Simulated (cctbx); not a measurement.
**Diagnosing a refinement**

Cell a = 6.9750 Å, b = 6.2170 Å, c = 9.9210 Å, α = 90.00°, β = 90.00°, γ = 90.00°; space group Pnma (no. 62). The compound is NdS3N.

The data are simulated with cctbx, not measured: Mo Kα, λ = 0.71073 Å, to d = 0.65 Å, 70 % of the full sphere, strongest reflection 20000 counts, noise from counting, a 2 % proportional error and a noise floor of 2 counts (s.d.); no absorption, and some extinction, which the refinements don't model.

An anisotropic refinement with weights 1/σ² prints:

```text
Rint 0.023, 883 unique reflections to 0.65 A
cycle     R1     wR2    GooF  max shift (A)
   1  0.1044  0.2598  12.017   0.01053
   2  0.0640  0.1765   8.163   0.00004
final R1 0.0640 wR2 0.1765 GooF 8.163  parameters 21  data/parameter 42.0
atom        x        y        z      Ueq    occ   su(xyz)  su(Uiso or U11)
Nd1    0.74652  0.75000  0.41669   0.0106  1.000  0.00010  0.0004
S1     0.59807  0.75000  0.93043   0.0070  1.000  0.00043  0.0011
S2     0.40852  0.47331  0.32220   0.0094  1.000  0.00033  0.0008
difference map: max 20.39 min -1.76 rms 0.68
Q1    0.0848  0.7500  0.7427    4   21.09  1.60 A from S2
Q2    0.2351  0.7500  0.0839    4    4.44  0.08 A from Nd1
Q3    0.0939  0.5195  0.8448    8    2.93  0.23 A from S2
Q4    0.1125  0.7500  0.5780    4    2.10  0.13 A from S1
Q5    0.1720  0.6357  0.7231    8    1.32  1.32 A from S2
Q6    0.0705  0.7500  0.6533    4    1.23  0.85 A from S1
```

Q: Accept it or mend it, and why?

Mend it. The fault: an atom left out, N at (0.5847, 3/4, 0.7576). Against the right model at the same level, R1 goes from 0.0118 to 0.0640 and GooF from 1.17 to 8.16 and the top difference peak, 21.1 e/Å³, lies 1.60 Å from S2. Q1 is the missing atom. With scattering power missing, scale and phases suffer, so peaks may also grow on the heavy atoms.

The compound is NdS3N. The right model at the same level gives:

```text
Rint 0.023, 883 unique reflections to 0.65 A
cycle     R1     wR2    GooF  max shift (A)
   1  0.0766  0.1874   8.698   0.02465
   2  0.0118  0.0252   1.171   0.00004
final R1 0.0118 wR2 0.0252 GooF 1.171  parameters 27  data/parameter 32.7
atom        x        y        z      Ueq    occ   su(xyz)  su(Uiso or U11)
Nd1    0.74648  0.75000  0.41671   0.0118  1.000  0.00002  0.0001
S1     0.59840  0.75000  0.93036   0.0076  1.000  0.00006  0.0002
S2     0.40863  0.47386  0.32328   0.0104  1.000  0.00005  0.0001
N1     0.58472  0.75000  0.75732   0.0134  1.000  0.00025  0.0006
difference map: max 0.42 min -1.12 rms 0.16
Q1    0.9969  0.2500  0.1694    4    0.42  1.04 A from N1
Q2    0.2223  0.2500  0.8686    4    0.42  2.00 A from S2
Q3    0.1595  0.0028  0.0864    8    0.40  1.68 A from Nd1
Q4    0.1325  0.2500  0.1659    4    0.39  1.77 A from N1
Q5    0.1697  0.0503  0.5775    8    0.39  1.37 A from Nd1
Q6    0.1858  0.1427  0.4172    8    0.38  1.84 A from Nd1
```

The model is made up (kin elements in a known structure type, no relaxation), so it says nothing on whether the phase exists.

[Middle refinement cycles are left out of these outputs.]

[Logs are printed without paths, hosts, clocks, repeated set-up lines and the standing remarks that a program may print on its own settings, such as how far it seeks lower states.]
